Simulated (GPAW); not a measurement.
**STM contrast on Li/Ta(100)**

Aim: Tersoff-Hamann images of Li/Ta(100) at several biases.

Main program and level: GPAW 26.7.0; GPAW, PAW setups; slab in vacuum, relaxation, in the first sound run; inputs show where later runs differ.

## 1. The structure

The cell holds 6 atoms: 5 Ta and 1 Li. Its edges and angles: a = 3.310 Å, b = 3.310 Å, c = 26.697 Å, α = 90.0°, β = 90.0°, γ = 90.0°. Vacuum lies along c.

## 2. Relaxation

The atoms are relaxed first, since the surface dipole, and with it the work function, follows the positions of the outer layers. The lowest 3 atoms are held at bulk positions and keep their forces.

Contents of run.py:

```python
import json
import numpy as np
from ase import Atoms
from ase.constraints import FixAtoms
from ase.optimize import BFGS
from gpaw import GPAW, PW

slab = Atoms(
    ['Ta', 'Ta', 'Ta', 'Ta', 'Ta', 'Li'],
    positions=[
        [0.00000, 0.00000, 9.00000],
        [1.65500, 1.65500, 10.65500],
        [0.00000, 0.00000, 12.31000],
        [1.65500, 1.65500, 13.96500],
        [0.00000, 0.00000, 15.62000],
        [1.65500, 1.65500, 17.69668]],
    cell=[[3.31, 0.0, 0.0], [0.0, 3.31, 0.0], [0.0, 0.0, 26.69668]],
    pbc=[True, True, False])

slab.calc = GPAW(mode=PW(400), xc='PBE', kpts={'size': (10, 10, 1), 'gamma': True},
                 occupations={'name': 'fermi-dirac', 'width': 0.1}, nbands='300%',
                 convergence={'density': 1e-05}, maxiter=200,
                 poissonsolver={'dipolelayer': 'xy'},
                 symmetry={'tolerance': 1e-3, 'extra_ids': [1, 1, 1, 0, 0, 0]}, txt='slab.txt')
result = {}
slab.set_constraint(FixAtoms([0, 1, 2]))
path = []
opt = BFGS(slab, maxstep=0.2)
opt.attach(lambda: path.append((slab.get_potential_energy(), slab.positions.tolist(), slab.get_forces().tolist())))
result['relaxed'] = bool(opt.run(fmax=0.03, steps=40))
result['path'] = path
energy = slab.get_potential_energy()
fermi = slab.calc.get_fermi_level()
v = slab.calc.get_electrostatic_potential().mean((0, 1)) - fermi
n = slab.calc.get_pseudo_density().mean((0, 1))
L = slab.cell[2, 2]
z = np.arange(len(v)) * L / len(v)
low, high = slab.positions[:, 2].min(), slab.positions[:, 2].max()
below, above = np.interp([low - 6.8, high + 6.8], z, v)
slopes = [np.interp(x, z, np.gradient(v, z)) for x in (low - 6.8, high + 6.8)]
eps = np.array([[slab.calc.get_eigenvalues(k, s) for k in range(len(slab.calc.get_ibz_k_points()))]
                for s in range(slab.calc.get_number_of_spins())]) - fermi
top, bottom = eps[eps < 0].max(), eps[eps > 0].min()
dipole = slab.get_dipole_moment()[2]
print(f'energy {energy:.4f} eV, Fermi level {fermi:.4f} eV, dipole {dipole:.5f} e A')
print(f'potential 6.8 A off the faces, from the Fermi level: lower {below:.4f} eV, upper {above:.4f} eV')
print(f'slope of the potential there: lower {slopes[0]:.5f}, upper {slopes[1]:.5f} eV/A')
print(f'nearest levels on the mesh: {top:.4f} and {bottom:.4f} eV')
print('magnetic moment', round(slab.get_magnetic_moment(), 3))
result.update(energy=energy, fermi=fermi, dipole=dipole, below=below, above=above, slopes=slopes, edges=[top, bottom],
              z=z.tolist(), v=v.tolist(), n=n.tolist(), positions=slab.positions.tolist(),
              forces=slab.get_forces(apply_constraint=False).tolist(), moments=slab.get_magnetic_moments().tolist())
json.dump(result, open('result.json', 'w'))
```

The run is started by

```console
$ OMP_NUM_THREADS=1 OPENBLAS_NUM_THREADS=1 python run.py
```

The program printed:

```text
Step          Energy          fmax
BFGS:    0      -48.087197        0.977104
BFGS:    1      -48.107325        0.810193
BFGS:    2      -48.153151        0.266860
BFGS:    3      -48.155308        0.172361
BFGS:    4      -48.156069        0.170196
BFGS:    5      -48.171550        0.210025
BFGS:    6      -48.174051        0.151931
BFGS:    7      -48.174919        0.113930
BFGS:    8      -48.175447        0.130513
BFGS:    9      -48.176900        0.123012
BFGS:   10      -48.177733        0.067208
BFGS:   11      -48.177994        0.020561
energy -48.0668 eV, Fermi level 1.6719 eV, dipole 0.05493 e A
potential 6.8 A off the faces, from the Fermi level: lower 3.9659 eV, upper 3.0591 eV
slope of the potential there: lower -0.00006, upper 0.00008 eV/A
nearest levels on the mesh: -0.0101 and 0.0222 eV
magnetic moment 0.0
```

The job ended after 61 min (1 thread of Arm Neoverse V1, shared host; peak memory 0.4 GiB).

Relaxation path:

| step | energy less that of the first step (eV) | largest force (eV/Å) |
| --- | --- | --- |
| 1 | 0.0000 | 0.9771 |
| 2 | -0.0220 | 0.8102 |
| 3 | -0.0785 | 0.2669 |
| 4 | -0.0791 | 0.1724 |
| 5 | -0.0798 | 0.1702 |
| 6 | -0.0950 | 0.2100 |
| 7 | -0.0985 | 0.1519 |
| 8 | -0.1001 | 0.1139 |
| 9 | -0.1008 | 0.1305 |
| 10 | -0.1023 | 0.1230 |
| 11 | -0.1026 | 0.0672 |
| 12 | -0.1023 | 0.0206 |

The atoms that moved most (Å):

| atom | dx | dy | dz | length |
| --- | --- | --- | --- | --- |
| Li6 | 0.000 | 0.000 | -0.219 | 0.219 |
| Ta5 | 0.000 | 0.000 | -0.137 | 0.137 |
| Ta4 | 0.000 | 0.000 | 0.042 | 0.042 |

The relaxed structure:

```xyz
6
Lattice="3.3100 0.0000 0.0000 0.0000 3.3100 0.0000 0.0000 0.0000 26.6967" Properties=species:S:1:pos:R:3
Ta    0.0000    0.0000    9.0000
Ta    1.6550    1.6550   10.6550
Ta    0.0000    0.0000   12.3100
Ta    1.6550    1.6550   14.0074
Ta    0.0000    0.0000   15.4829
Li    1.6550    1.6550   17.4773
```

Numbers from this step:

```yaml
dipole_along_the_normal: 0.05493 e·Å
levels_nearest_the_fermi_level_on_the_mesh: -0.01014, 0.02222 eV from the Fermi level
upper_work_function: 3.059 eV
lower_work_function: 3.966 eV
```

The electrostatic potential energy of an electron (without an applied field's), less the Fermi level, planar mean by z:

z (Å), electrostatic potential energy of an electron (without an applied field's), less the Fermi level, planar mean (eV) and a bar from the least value:
```
      0.0        3.5 #############################
      0.5        4.0 ##############################
      1.0        4.0 ##############################
      1.5        4.0 ##############################
      2.0        4.0 ##############################
      2.5        4.0 ##############################
      3.0        4.0 ##############################
      3.5        4.0 ##############################
      4.0        4.0 ##############################
      4.5        4.0 ##############################
      5.0        4.0 ##############################
      5.5        3.9 ##############################
      6.0        3.9 ##############################
      6.5        3.7 ##############################
      7.0        3.3 #############################
      7.5        2.2 ############################
      8.0       -0.9 #######################
      8.5       -9.1 ############
      9.0      -17.5 
      9.5      -10.3 ##########
     10.0       -7.8 ##############
     10.5      -16.1 ##
     11.0      -13.1 ######
     11.5       -7.0 ###############
     12.0      -13.7 #####
     12.5      -15.7 ###
     13.0       -7.2 ##############
     13.5       -9.6 ###########
     14.0      -17.3 
     14.5      -11.5 ########
     15.0      -11.9 ########
     15.5      -17.5 
     16.0       -8.4 #############
     16.5       -1.1 #######################
     17.0       -0.3 ########################
     17.5       -1.6 ######################
     18.0        0.1 #########################
     18.5        1.8 ###########################
     19.0        2.5 ############################
     19.5        2.8 ############################
     20.0        3.0 #############################
     20.5        3.0 #############################
     21.0        3.0 #############################
     21.5        3.1 #############################
     22.0        3.1 #############################
     22.5        3.1 #############################
     23.0        3.1 #############################
     23.5        3.1 #############################
     24.0        3.1 #############################
     24.5        3.1 #############################
     25.0        3.1 #############################
     25.5        3.1 #############################
     26.0        3.1 #############################
     26.5        3.3 #############################
```

The pseudo valence density, planar mean oscillates, so the rows of the table below give means over windows of 1.71 Å about each position, cut where the curve ends. Its maxima inside the range that stand out by 2 % of the span (Å: e/Å³): 9.0: 1.09, 10.7: 1.11, 12.4: 1.09, 14.1: 1.11, 15.4: 1.08. Its minima: 9.8: 0.418, 11.5: 0.412, 13.2: 0.397, 14.7: 0.513.

Table of pseudo valence density, planar mean by z; means over each step:

| z (Å) | pseudo valence density, planar mean (e/Å³) |
| --- | --- |
| 4.28 | 8.5e-5 |
| 5.98 | 0.00303 |
| 7.70 | 0.121 |
| 9.41 | 0.700 |
| 11.12 | 0.717 |
| 12.82 | 0.702 |
| 14.54 | 0.813 |
| 16.25 | 0.427 |
| 17.96 | 0.0348 |
| 19.66 | 0.00422 |
| 21.38 | 1.8e-4 |
| 23.09 | 5.8e-6 |

The relaxation lowered the energy of the cell by 0.102 eV (energies extrapolated to zero smearing; the optimiser's log prints free energies). The largest force left on a free atom is 0.021 eV/Å.

## 3. Plane waves, PBE

The work function is the vacuum plateau of the electrostatic potential less the Fermi level; a dipole layer lets the two faces have plateaus of their own.

This step: GPAW, PAW setups; slab in vacuum (GPAW 26.7.0).

Changes to run.py since step 2:

```diff
@@ -3,4 +3,3 @@
 from ase import Atoms
-from ase.constraints import FixAtoms
-from ase.optimize import BFGS
+from ase.dft.stm import STM
 from gpaw import GPAW, PW
@@ -13,5 +12,5 @@
         [0.00000, 0.00000, 12.31000],
-        [1.65500, 1.65500, 13.96500],
-        [0.00000, 0.00000, 15.62000],
-        [1.65500, 1.65500, 17.69668]],
+        [1.65500, 1.65500, 14.00741],
+        [0.00000, 0.00000, 15.48292],
+        [1.65500, 1.65500, 17.47733]],
     cell=[[3.31, 0.0, 0.0], [0.0, 3.31, 0.0], [0.0, 0.0, 26.69668]],
@@ -23,10 +22,4 @@
                  poissonsolver={'dipolelayer': 'xy'},
-                 symmetry={'tolerance': 1e-3, 'extra_ids': [1, 1, 1, 0, 0, 0]}, txt='slab.txt')
+                 symmetry={'tolerance': 1e-3}, txt='slab.txt')
 result = {}
-slab.set_constraint(FixAtoms([0, 1, 2]))
-path = []
-opt = BFGS(slab, maxstep=0.2)
-opt.attach(lambda: path.append((slab.get_potential_energy(), slab.positions.tolist(), slab.get_forces().tolist())))
-result['relaxed'] = bool(opt.run(fmax=0.03, steps=40))
-result['path'] = path
 energy = slab.get_potential_energy()
@@ -52,2 +45,16 @@
               forces=slab.get_forces(apply_constraint=False).tolist(), moments=slab.get_magnetic_moments().tolist())
+
+# Images need the states of the whole zone, up to time reversal
+slab.calc = slab.calc.fixed_density(symmetry={'point_group': False}, txt='states.txt', nbands='360%',
+                                    convergence={'bands': 'CBM+0.8'})
+stm = STM(slab)
+result['stm'] = []
+for bias in [-0.5, 0.5]:
+    height = high + 3.5
+    current = stm.get_averaged_current(bias, height)
+    x, y, h = stm.scan(bias, current)
+    i, f = divmod(height / L * stm.ldos.shape[2], 1)
+    I = abs((1 - f) * stm.ldos[:, :, int(i)] + f * stm.ldos[:, :, int(i) + 1])
+    print(f'bias {bias} V: mean current at 3.5 A {current:.4e}, corrugation {np.ptp(h):.4f} A')
+    result['stm'].append(dict(bias=bias, current=current, h=(h - high).tolist(), I=I.tolist()))
 json.dump(result, open('result.json', 'w'))
```

The program printed:

```text
energy -48.0668 eV, Fermi level 1.6719 eV, dipole 0.05487 e A
potential 6.8 A off the faces, from the Fermi level: lower 3.9659 eV, upper 3.0589 eV
slope of the potential there: lower -0.00006, upper 0.00007 eV/A
nearest levels on the mesh: -0.0102 and 0.0222 eV
magnetic moment 0.0
bias -0.5 V: mean current at 3.5 A 7.1849e-05, corrugation 0.0363 A
bias 0.5 V: mean current at 3.5 A 5.6301e-05, corrugation 0.2262 A
```

The job ended after 14 min (1 thread; peak memory 1 GiB).

Numbers from this step:

* dipole along the normal: 0.05487 e·Å
* levels nearest the Fermi level on the mesh: -0.01017, 0.02223 eV from the Fermi level
* corrugation -0.5: 0.03626 Å
* corrugation 0.5: 0.2262 Å

The electrostatic potential energy of an electron (without an applied field's), less the Fermi level, planar mean by z:

z (Å), electrostatic potential energy of an electron (without an applied field's), less the Fermi level, planar mean (eV) and a bar from the least value:
```
      0.0        3.5 #############################
      0.5        4.0 ##############################
      1.0        4.0 ##############################
      1.5        4.0 ##############################
      2.0        4.0 ##############################
      2.5        4.0 ##############################
      3.0        4.0 ##############################
      3.5        4.0 ##############################
      4.0        4.0 ##############################
      4.5        4.0 ##############################
      5.0        4.0 ##############################
      5.5        3.9 ##############################
      6.0        3.9 ##############################
      6.5        3.7 ##############################
      7.0        3.3 #############################
      7.5        2.2 ############################
      8.0       -0.9 #######################
      8.5       -9.1 ############
      9.0      -17.5 
      9.5      -10.3 ##########
     10.0       -7.8 ##############
     10.5      -16.1 ##
     11.0      -13.1 ######
     11.5       -7.0 ###############
     12.0      -13.7 #####
     12.5      -15.7 ###
     13.0       -7.2 ##############
     13.5       -9.6 ###########
     14.0      -17.3 
     14.5      -11.5 ########
     15.0      -11.9 ########
     15.5      -17.5 
     16.0       -8.4 #############
     16.5       -1.1 #######################
     17.0       -0.3 ########################
     17.5       -1.6 ######################
     18.0        0.1 #########################
     18.5        1.8 ###########################
     19.0        2.5 ############################
     19.5        2.8 ############################
     20.0        3.0 #############################
     20.5        3.0 #############################
     21.0        3.0 #############################
     21.5        3.1 #############################
     22.0        3.1 #############################
     22.5        3.1 #############################
     23.0        3.1 #############################
     23.5        3.1 #############################
     24.0        3.1 #############################
     24.5        3.1 #############################
     25.0        3.1 #############################
     25.5        3.1 #############################
     26.0        3.1 #############################
     26.5        3.3 #############################
```

[end of part 1 of 2]

[Logs are printed without paths, hosts, clocks, repeated set-up lines and the standing remarks that a program may print on its own settings, such as how far it seeks lower states.]

[Hosts, paths, dates, database ids (printed as entryN), source tags and the programs' standing remarks are cut or masked in the printed files.]
